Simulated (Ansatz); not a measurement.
# SrLiBr3 (built on the sites of a database entry of BaLiF3): following an unstable mode

Wanted: the energy along a soft mode of SrLiBr3 (built on the sites of a database entry of BaLiF3) and the structure at the end.

Calculated with Ansatz 0.2.0; DFT LDA, scalar-relativistic, plane waves, norm-conserving pseudopotentials.

The structure was built from a prototype and need not be the compound's stable phase.

## (1) The structure

It takes space group Pm-3m (No. 221, cubic). Conventional cell: a = 4.937 Å, b = 4.937 Å, c = 4.937 Å, α = 90.00°, β = 90.00°, γ = 90.00°. Nearest to Sr lie 12 Br at 3.49 Å. Li has 6 Br at 2.47 Å nearest. Nearest to Br lie 2 Li at 2.47 Å and 4 Sr at 3.49 Å. Farther neighbours and most contacts between anions are not listed.

## (2) The dispersion

The cell comes from relaxations at this level that are not shown. Stability and thermal properties need the whole zone. Linear response on a 2×2×2 q mesh gives force constants as far as a supercell of that size would, and the tensors from the zone-centre run are typed in so that the long-range dipole term is interpolated apart.

Input file input.yaml:

```yaml
crystal:
  lattice:
    - [4.9372379283, 0.0, 0.0]
    - [0.0, 4.9372379283, 0.0]
    - [0.0, 0.0, 4.9372379283]
  atoms:
    - { symbol: Sr, position: [0.0, 0.0, 0.0] }
    - { symbol: Li, position: [0.5, 0.5, 0.5] }
    - { symbol: Br, position: [0.0, 0.5, 0.5] }
    - { symbol: Br, position: [0.5, 0.5, 0.0] }
    - { symbol: Br, position: [0.5, 0.0, 0.5] }
kpoints:
  mp_grid: { grid: [4, 4, 4] }
hamiltonian:
  xc: lda
  pseudopotentials: { kind: nc }
scf:
  occupations: { method: fixed }
output:
  eigenvalues: true
phonons:
  method: dfpt
  qmesh: [2, 2, 2]
  temperatures: { t_max: 1000, t_step: 50 }
  qpath:
    path:
      - [[0.0, 0.0, 0.0], [0.0, 0.5, 0.0], [0.5, 0.5, 0.0], [0.0, 0.0, 0.0], [0.5, 0.5, 0.5], [0.0, 0.5, 0.0]]
      - [[0.5, 0.5, 0.5], [0.5, 0.5, 0.0]]
    npoints: 10
  non_analytic_term:
    high_frequency_dielectric_tensor: [[4.1627, 0.0, 0.0], [0.0, 4.1627, 0.0], [0.0, 0.0, 4.1627]]
    born_effective_charges:
      - { species: Sr, tensor: [[2.9488, 0.0, 0.0], [0.0, 2.9488, 0.0], [0.0, 0.0, 2.9488]] }
      - { species: Li, tensor: [[1.13, 0.0, 0.0], [0.0, 1.13, 0.0], [0.0, 0.0, 1.13]] }
      - { species: Br, tensor: [[-1.2182, 0.0, 0.0], [0.0, -1.4303, 0.0], [0.0, 0.0, -1.4303]] }
      - { species: Br, tensor: [[-1.4303, 0.0, 0.0], [0.0, -1.4303, 0.0], [0.0, 0.0, -1.2182]] }
      - { species: Br, tensor: [[-1.4303, 0.0, 0.0], [0.0, -1.2182, 0.0], [0.0, 0.0, -1.4303]] }
    source: "zone-centre run at this cell"
```

Started as:

```
$ ansatz run input.yaml --threads 8 --pin off --max-ram 14336MiB --backend cpu --events-out ev --progress --plain --runs-dir out
```

What it wrote:

```text
Engine: ansatz 0.2.0, x86_64-unknown-linux-gnu
Pseudopotentials: kind: nc
Pseudopotential: Sr, nc, valence charge 10, recommended cutoff 925.187132 eV (normal), Sr.nc.azcp (PseudoDojo's, or run here from an input of PseudoDojo's: the run reads no file of this project's for it)
Pseudopotential: Li, nc, valence charge 3, recommended cutoff 1006.821291 eV (normal), Li.nc.azcp (PseudoDojo's, or run here from an input of PseudoDojo's: the run reads no file of this project's for it)
Pseudopotential: Br, nc, valence charge 7, recommended cutoff 598.650497 eV (normal), Br.nc.azcp (PseudoDojo's, or run here from an input of PseudoDojo's: the run reads no file of this project's for it)
Functional definition: SPW92
  exchange = slater_x
  correlation = pw_c
Crystal: 5 atoms, lattice volume = 120.352 Å³
Basis set: ecut = 1006.821291 eV, 8733 PW (Γ), exchange–correlation on 108×108×108 points (8 copies of the dense FFT grid, shifted against one another)
Bands: 22, of which v1, the nominal top of the filled ones, is band 17 counted from 1 (16 counted from 0)
Symmetry: 48 space group operations
k-points: 10 of 64
Non-local potential: Sr, projectors of the file, l = 0: 2, l = 1: 2, l = 2: 2
Non-local potential: Li, projectors of the file, l = 0: 2, l = 1: 2
Non-local potential: Br, projectors of the file, l = 0: 2, l = 1: 2, l = 2: 2
Initial density: superposition of atomic densities (chi_scale 0.1, normalization cell, long waves kept (reshape's long-wave potential 0.00 eV rms))
Initial wavefunctions: pseudopotential atomic-orbital guess
Functional: x = slater, c = lda
SCF iter   1: F=—  HF=-2424.343760 eV  |F-HF|=—  |Δ(HF+E_count)|=         —  Δρ=3.19e-2  dr2=2.03e0  ethr=3.10e-3  ⟨swp⟩=6.1  Hψ=1079  notcnv=0  defer=25
preconditioner: auto → Resta (q_TF=auto, 2.210 Å⁻¹)  ε∞=4.7  [insulator: Δε(μ)=1.912 eV  Ē_g=8.667 eV  n_scr=26 (ndim 8)  ℏωp=16.6 eV  f_vac=0.000  ε∞_Penn≈4.7]
SCF iter   2: F=—  HF=-2423.618799 eV  |F-HF|=—  |Δ(HF+E_count)|=   7.25e-1  Δρ=1.50e-2  dr2=4.96e-1  ethr=3.10e-3  ⟨swp⟩=3.9  Hψ=516  notcnv=0  defer=16
SCF iter   3: F=—  HF=-2423.379161 eV  |F-HF|=—  |Δ(HF+E_count)|=   2.40e-1  Δρ=3.52e-3  dr2=2.02e-2  ethr=1.46e-3  ⟨swp⟩=3.9  Hψ=463  notcnv=0  defer=25
SCF iter   4: F=—  HF=-2423.373768 eV  |F-HF|=—  |Δ(HF+E_count)|=   5.39e-3  Δρ=7.82e-4  dr2=7.68e-4  ethr=5.94e-5  ⟨swp⟩=3.4  Hψ=419  notcnv=0  defer=27
SCF iter   5: F=—  HF=-2423.373767 eV  |F-HF|=—  |Δ(HF+E_count)|=   1.25e-6  Δρ=1.18e-4  dr2=1.91e-5  ethr=2.26e-6  ⟨swp⟩=2.3  Hψ=413  notcnv=0  defer=28
SCF iter   6: F=—  HF=-2423.373766 eV  |F-HF|=—  |Δ(HF+E_count)|=   1.38e-7  Δρ=2.97e-5  dr2=8.36e-7  ethr=5.61e-8  ⟨swp⟩=2.5  Hψ=364  notcnv=0  defer=27
SCF iter   7: F=—  HF=-2423.373875 eV  |F-HF|=—  |Δ(HF+E_count)|=   1.08e-4  Δρ=7.54e-6  dr2=5.39e-8  ethr=2.46e-9  ⟨swp⟩=2.1  Hψ=383  notcnv=0  defer=25
SCF iter   8: F=—  HF=-2423.373875 eV  |F-HF|=—  |Δ(HF+E_count)|=   1.62e-8  Δρ=7.29e-7  dr2=8.22e-10  ethr=1.58e-10  ⟨swp⟩=2.7  Hψ=382  notcnv=0  defer=25
SCF iter   9: F=—  HF=-2423.373875 eV  |F-HF|=—  |Δ(HF+E_count)|=  1.41e-11  Δρ=1.04e-7  dr2=3.66e-11  ethr=2.42e-12  ⟨swp⟩=2.4  Hψ=382  notcnv=0  defer=25
SCF iter  10: F=-2423.373875 eV  HF=-2423.373875 eV  |F-HF|=1.36e-12  |Δ(HF+E_count)|=  9.09e-12  Δρ=3.41e-8  dr2=9.65e-13  ethr=1.00e-12  ⟨swp⟩=16.4  Hψ=1812  notcnv=0
SCF 1 converged in 10 iterations: F = -2423.373875 eV  dr2 = 9.65e-13
NSCF: frozen V_eff on 10 k-points
NSCF: frozen V_eff on 27 k-points
DFPT response loops at q = (0, 0, 0) (fractional): preconditioner auto → none (the input reference at scf.mixing.eps_inf says where Resta's filter doesn't serve); β = 0.50; Broyden in place of MSR1
NSCF: frozen V_eff on 54 k-points
DFPT response loops at q = (0, 0, -0.5) (fractional): preconditioner auto → Resta (q_TF=auto, 2.210 Å⁻¹)  ε∞=4.7 (no band partly filled); β = 1.00, the filter's whole step (`scf.mixing.beta` (0.50) is not read by the response loops at its default; to damp them type it under 1.00, their step now; it binds the ground state too); Broyden in place of MSR1
NSCF: frozen V_eff on 54 k-points
DFPT response loops at q = (0, -0.5, -0.5) (fractional): mixed as the last ones told, above
NSCF: frozen V_eff on 54 k-points
DFPT response loops at q = (-0.5, -0.5, -0.5) (fractional): mixed as the last ones told, above
SCF converged after 10 iterations
Free energy (F): -2423.373875 eV
Harris-Foulkes:  -2423.373875 eV  (|F-HF|=1.36e-12)
Internal energy: -2423.373875 eV  (E = F + TS)
E sigma→0 (E₀):  -2423.373875 eV
Fermi energy:    4.958752 eV
--- Per-component energies (eV) ---
  E_band       = -204.050510
  E_kinetic    = 749.889122
  E_local      = -1230.295958  (includes V_loc(G=0)·N_el)
  E_nonlocal   = 207.380848
  E_hartree    = 299.099833
  E_xc         = -695.919431
  E_vxc        = -529.224171  (∫ρ·V_xc dr)
  E_ewald      = -1753.528289
  E_smearing   = -0.000000  (= −TS)
  E_closure    = 0.000000  (closes the sum)
  Σ components = -2423.373875   (vs F -2423.373875, Δ=0.00e0)
--- Band table (eV; the first three rows and the last of 10) ---
  k-point 0: bands = [... 13 lower, 3.7603, 4.6848, 4.6848, 4.6848, 7.6421, 8.3017, 8.3017, 9.2727, ... 1 higher]
  k-point 1: bands = [... 13 lower, 3.4849, 3.9047, 4.4547, 4.4547, 8.6905, 8.8423, 9.2228, 9.4316, ... 1 higher]
  k-point 2: bands = [... 13 lower, 3.1598, 3.1598, 4.2688, 4.2688, 9.5314, 9.6239, 10.2341, 10.2524, ... 1 higher]
  k-point 9: bands = [... 13 lower, 4.7518, 4.9588, 4.9588, 4.9588, 8.3306, 9.4614, 9.4614, 9.4614, ... 1 higher]
--- Phonons (Γ-DFPT): 4 representative perturbations + reference (Σ response iterations 12) ---
  ASR residual: 7.859e-5 → 0.000e0 eV/Å²; symmetrization residual: 1.593e-7 eV/Å²
  ASR residual per site (eV/Å²): 7.86e-5 1.46e-5 6.40e-6 6.40e-6 6.40e-6
  Γ frequencies (cm⁻¹): -58.40 -58.40 -58.40 0.00 0.00 0.00 29.72 29.72 29.72 121.02 121.02 121.02 346.62 346.62 346.62
--- Phonons (arbitrary-q DFPT): 4 irreducible q on the 2×2×2 mesh ---
  q = [0.0000, 0.0000, 0.0000] (star 1, of the zone-centre solve; hermiticity 4.93e-8, symmetrization 7.18e-15): -58.40 -58.40 -58.40 0.00 0.00 0.00 29.72 29.72 29.72 121.02 121.02 121.02 346.62 346.62 346.62
  q = [0.0000, 0.0000, -0.5000] (star 3, 9 solved perturbations in 216 linear systems a pass and spin channel, the states on 27 of 64 k-point pairs; hermiticity 1.65e-7, symmetrization 1.56e-13, the responses' own estimated error 2.4e-5 eV/Å²): -47.98 -47.98 18.61 18.61 50.81 65.17 65.17 94.28 95.56 117.28 117.28 160.73 348.54 348.54 365.97
  q = [0.0000, -0.5000, -0.5000] (star 3, 9 solved perturbations in 216 linear systems a pass and spin channel, the states on 27 of 64 k-point pairs; hermiticity 1.22e-7, symmetrization 9.89e-14, the responses' own estimated error 2.8e-5 eV/Å²): -82.03 -39.05 -39.05 -34.63 63.75 63.75 84.72 84.72 113.09 116.20 131.51 173.97 350.66 372.27 372.27
  q = [-0.5000, -0.5000, -0.5000] (star 1, 4 solved perturbations in 81 linear systems a pass and spin channel, the states on 27 of 64 k-point pairs; hermiticity 5.24e-8, symmetrization 4.03e-13, the responses' own estimated error 2.8e-5 eV/Å²): -84.89 -84.89 -84.89 -46.19 -46.19 -46.19 111.46 111.46 111.46 129.48 129.48 187.75 380.04 380.04 380.04
  sum rule: each row above includes the acoustic sum rule's correction from the zone centre's row sums; it moved no ω² by more than (0.76 cm⁻¹)²
  mesh force constants: q→R imaginary residual 5.92e-18; ASR residual 7.859e-5 → 0.000e0 eV/Å²; symmetrization residual 7.994e-15 eV/Å²
  interpolated dispersion: 63 rows × 15 modes
  density of states and harmonic sums: on the 14×14×14 q-mesh, interpolated from the force constants of a 2×2×2 supercell (with the dipole–dipole term of supplied tensors)
  largest difference from the sums on the solved wave vectors: F 1.10e-2 eV, S 1.26e-5 and C_V 9.17e-7 eV/K
  zero-point energy: 0.114681 eV/cell   skipped modes (ω ≤ 0): 451, of them read as no rigid motion or as one in doubt: 448 (3.750e0 modes/cell left out, lowest -84.89 cm⁻¹)   left out of the sums: 2.50e-1 of the cell's modes: C_V's classical limit lies that fraction below 3 k_B per atom; for a crystal, a wire or a layer, F and S can be off by more, and a phonons.interpolated_qmesh denser along its periods is the remedy for the sampling
```

It took 52 s on 8 threads of Intel Xeon Platinum 8488C (Sapphire Rapids), shared host; peak memory 1.4 GiB; 6.2 min of CPU time.

The column dr2 measures how far the density is from self-consistency, as an energy; F and HF (Harris–Foulkes) agree once it is small.

A gap read on the k-mesh alone can miss the band edges.

Numbers from this step:

```yaml
gap_on_the_k_mesh: 2.683 eV
volume_per_atom: 24.07 Å³
sum_rule_residual_before_enforcement: 7.86e-5 eV/Å²
lowest_frequency_on_the_path: -84.89 cm⁻¹
point_group: m-3m
highest_frequency_on_the_path_or_at_a_solved_wavevector: 380.0 cm⁻¹
highest_optical_mode_at_the_zone_centre_no_lo_to_term: 346.6 cm⁻¹
lowest_optical_zone_centre_mode: -58.4 cm⁻¹
lowest_mode_on_the_q_mesh_acoustic_modes_at_gamma_apart: -84.89 cm⁻¹
```

Frequencies (cm⁻¹) solved at each irreducible wavevector; negative means imaginary. Frequencies by wavevector, by row:

```
q in reciprocal lattice units  star  mode 1  mode 2  mode 3  mode 4  mode 13  mode 14  mode 15
                        0 0 0     1   -58.4   -58.4   -58.4       0    346.6    346.6    346.6
                     0 0 -0.5     3     -48     -48    18.6    18.6    348.5    348.5      366
                  0 -0.5 -0.5     3     -82     -39     -39   -34.6    350.7    372.3    372.3
               -0.5 -0.5 -0.5     1   -84.9   -84.9   -84.9   -46.2      380      380      380
```

Interpolated from a 2×2×2 q mesh, with the LO-TO term (at Γ the limit along the path; where Γ stands inside the path, tables give the limit on arrival). The phonon branches at the labelled points (cm⁻¹):

```
    point  branch 1  branch 2  branch 3  branch 4  branch 12  branch 13  branch 14  branch 15
        Γ       -58       -58         0         0        133        347        347        376
  halfway       -54       -54        18        18        141        348        348        371
        X       -48       -48        19        19        161        348        348        366
  halfway       -62       -42       -37        22        163        350        361        369
        M       -82       -39       -39       -35        174        351        372        372
  halfway       -52       -48       -27        28        149        349        354        371
        Γ       -58       -58         0         0        133        347        347        376
  halfway       -51       -51       -46       -21        157        357        357        371
        R       -85       -85       -85       -46        188        380        380        380
  halfway       -63       -61       -44       -42        169        361        366        372
        X       -48       -48        19        19        161        348        348        366
jump to R       -85       -85       -85       -46        188        380        380        380
  halfway       -84       -62       -62       -41        179        365        376        376
        M       -82       -39       -39       -35        174        351        372        372
```

Symmetry leaves 4 wavevectors to solve. The lowest mode among them, the acoustic zeros apart, lies at q = (-0.5, -0.5, -0.5) and is imaginary, 84.9i cm⁻¹, so the energy falls along it.

## (3) The mode frozen in, largest atomic shift 0 Å

The mode followed lies at q = (0, -0.5, -0.5) with frequency 82.0i cm⁻¹, one of the unstable modes though not the softest. At small amplitude the distorted cell has space group no. 127 by a symmetry search on the positions. The undistorted cell that holds it gives the zero of energy on the same k mesh.

System of this step: SrLiBr3 (built on the sites of a database entry of BaLiF3). The structure is cubic, space group Pm-3m (No. 221). The conventional cell has a = 4.937 Å, b = 4.937 Å, c = 4.937 Å, α = 90.00°, β = 90.00°, γ = 90.00°. Sr has 12 Br at 3.49 Å nearest. Li has 6 Br at 2.47 Å nearest. Nearest to Br lie 2 Li at 2.47 Å and 4 Sr at 3.49 Å. Br has 2 Li at 2.47 Å and 4 Sr at 3.49 Å nearest. Farther neighbours and most contacts between anions are not listed.

Input file input.yaml:

```yaml
crystal:
  lattice:
    - [-4.9372379283, 0.0, 0.0]
    - [0.0, -4.9372379283, -4.9372379283]
    - [0.0, -4.9372379283, 4.9372379283]
  atoms:
    - { symbol: Sr, position: [0.0, 0.5, 0.5] }
    - { symbol: Sr, position: [0.0, 0.0, 0.0] }
    - { symbol: Li, position: [0.5, 0.0, 0.5] }
    - { symbol: Li, position: [0.5, 0.5, 0.0] }
    - { symbol: Br, position: [0.0, 0.0, 0.5] }
    - { symbol: Br, position: [0.0, 0.5, 0.0] }
    - { symbol: Br, position: [0.5, 0.25, 0.25] }
    - { symbol: Br, position: [0.5, 0.75, 0.75] }
    - { symbol: Br, position: [0.5, 0.25, 0.75] }
    - { symbol: Br, position: [0.5, 0.75, 0.25] }
kpoints:
  mp_grid: { grid: [4, 4, 4] }
hamiltonian:
  xc: lda
  pseudopotentials: { kind: nc }
scf:
  occupations: { method: gaussian, width: 0.02 }
output:
  forces: true
  stress: true
  eigenvalues: true
```

What it wrote:

```text
[...]
Crystal: 10 atoms, lattice volume = 240.703 Å³
Basis set: ecut = 1006.821291 eV, 17457 PW (Γ)
Bands: 44, of which v1, the nominal top of the filled ones, is band 34 counted from 1 (33 counted from 0)
Symmetry: 32 space group operations
[...]
k-points: 18 of 64
[...]
k-point 0: bands = [... 30 lower, 4.6845, 4.6845, 4.7155, 4.8606, 7.6421, 8.3019, 8.3019, 9.2729, ... 4 higher]
  k-point 1: bands = [... 30 lower, 4.3834, 4.5271, 4.6749, 4.7607, 8.2137, 8.6506, 8.6817, 9.4869, ... 4 higher]
  k-point 2: bands = [... 30 lower, 4.0892, 4.0892, 4.6958, 4.6958, 9.0862, 9.0862, 9.4999, 9.4999, ... 4 higher]
  k-point 17: bands = [... 30 lower, 4.7154, 4.7154, 4.8605, 4.8605, 9.7555, 9.7555, 10.0585, 10.0585, ... 4 higher]
[key lines of the parts left out:]
SCF converged after 7 iterations
Free energy (F): -4846.748804 eV
Fermi energy:    6.300398 eV
P = ⅓ Tr σ = -0.0039 GPa (-0.039 kbar)
```

It took 3.7 s on 8 threads; peak memory 2 GiB; 28 s of CPU time.

Numbers from this step:

```yaml
pressure: -0.003854 GPa
gap_on_the_k_mesh: 2.684 eV
energy_from_the_undistorted_cell: 0 meV/atom
```

At this level the gap is 2.68 eV on the k-mesh of the self-consistent run, which can miss the band edges.

## (4) The mode frozen in, largest atomic shift 0.6 Å

The atoms are moved along the unstable eigenvector, the largest shift by 0.6 Å, with the cell fixed.

input.yaml, the sections that differ from step 3:

```yaml
crystal:
  lattice:
    - [-4.9372379283, 0.0, 0.0]
    - [0.0, -4.9372379283, -4.9372379283]
    - [0.0, -4.9372379283, 4.9372379283]
  atoms:
    - { symbol: Sr, position: [0.0, 0.5, 0.5] }
    - { symbol: Sr, position: [0.0, 0.0, 0.0] }
    - { symbol: Li, position: [0.5, 0.0, 0.5] }
    - { symbol: Li, position: [0.5, 0.5, 0.0] }
    - { symbol: Br, position: [0.0, 0.0, 0.5] }
    - { symbol: Br, position: [0.0, 0.5, 0.0] }
    - { symbol: Br, position: [0.5, 0.3107627188, 0.3107627188] }
    - { symbol: Br, position: [0.5, 0.6892372812, 0.6892372812] }
    - { symbol: Br, position: [0.5, 0.1892372812, 0.8107627188] }
    - { symbol: Br, position: [0.5, 0.8107627188, 0.1892372812] }
# kpoints, hamiltonian, scf, output: as in step 3
```

What it wrote:

```text
[...]
Crystal: 10 atoms, lattice volume = 240.703 Å³
Basis set: ecut = 1006.821291 eV, 17457 PW (Γ)
Bands: 44, of which v1, the nominal top of the filled ones, is band 34 counted from 1 (33 counted from 0)
Symmetry: 16 space group operations
[...]
k-points: 18 of 64
[...]
k-point 0: bands = [... 30 lower, 4.2231, 4.3460, 4.6191, 4.6191, 7.8766, 8.4230, 9.3627, 9.3627, ... 4 higher]
  k-point 1: bands = [... 30 lower, 4.0741, 4.1961, 4.1971, 4.5470, 8.3926, 8.7493, 9.5367, 9.5706, ... 4 higher]
  k-point 2: bands = [... 30 lower, 3.9092, 3.9092, 4.3440, 4.3440, 9.1694, 9.1694, 9.5593, 9.5593, ... 4 higher]
  k-point 17: bands = [... 30 lower, 4.3499, 4.3499, 4.4693, 4.4693, 9.8474, 9.8474, 10.0593, 10.0593, ... 4 higher]
[key lines of the parts left out:]
SCF converged after 8 iterations
Free energy (F): -4847.528113 eV
Fermi energy:    6.260647 eV
P = ⅓ Tr σ = 0.6580 GPa (6.580 kbar)
```

The job ended after 4.1 s (8 threads; peak memory 2 GiB).

Numbers from this step:

| Quantity | Value |
| --- | --- |
| pressure | 0.6580 GPa |
| gap on the k-mesh | 3.232 eV |
| energy from the undistorted cell | -77.93 meV/atom |

The energy, extrapolated to zero smearing, is -77.93 meV/atom against the undistorted cell.

The run ends at a pressure of 0.66 GPa, with forces up to 0.22 eV/Å.

## (5) Energy along the mode, all amplitudes (two of the runs are shown above)

An imaginary frequency means negative curvature, so the energy should fall and then rise again as anharmonic terms take over.

Numbers from this step:

```
depth at the lowest point sampled  : 77.93 meV/atom
largest atomic shift at that point : 0.6 Å
```

Table of energy from the parent by largest atomic shift:

```
largest atomic shift (Å)  energy from the parent (meV/atom)
                   0.000                                  0
                   0.040                              -0.63
                   0.080                              -2.50
                   0.140                              -7.49
                   0.220                              -17.6
                   0.320                              -34.2
                   0.450                              -57.5
                   0.600                              -77.9
```

Displacement at unit largest shift by atom:

```
atom  x (Å)  y (Å)  z (Å)  size
 Sr1   0.00   0.00   0.00  0.00
 Sr2   0.00   0.00   0.00  0.00
 Li3   0.00   0.00   0.00  0.00
 Li4   0.00   0.00   0.00  0.00
 Br5   0.00   0.00   0.00  0.00
 Br6   0.00   0.00   0.00  0.00
 Br7   0.00  -1.00   0.00  1.00
 Br8   0.00   1.00   0.00  1.00
 Br9   0.00   0.00   1.00  1.00
Br10   0.00   0.00  -1.00  1.00
```

The lowest of the steps tried is the last one, at 0.6 Å, 77.9 meV/atom below the parent; the bottom of the well need not coincide with a step.

(Part 1 of 2 ends here.)

[Logs are printed without paths, hosts, clocks, repeated set-up lines and the standing remarks that a program may print on its own settings, such as how far it seeks lower states.]

[Hosts, paths, dates, database ids (printed as entryN), source tags and the programs' standing remarks are cut or masked in the printed files.]
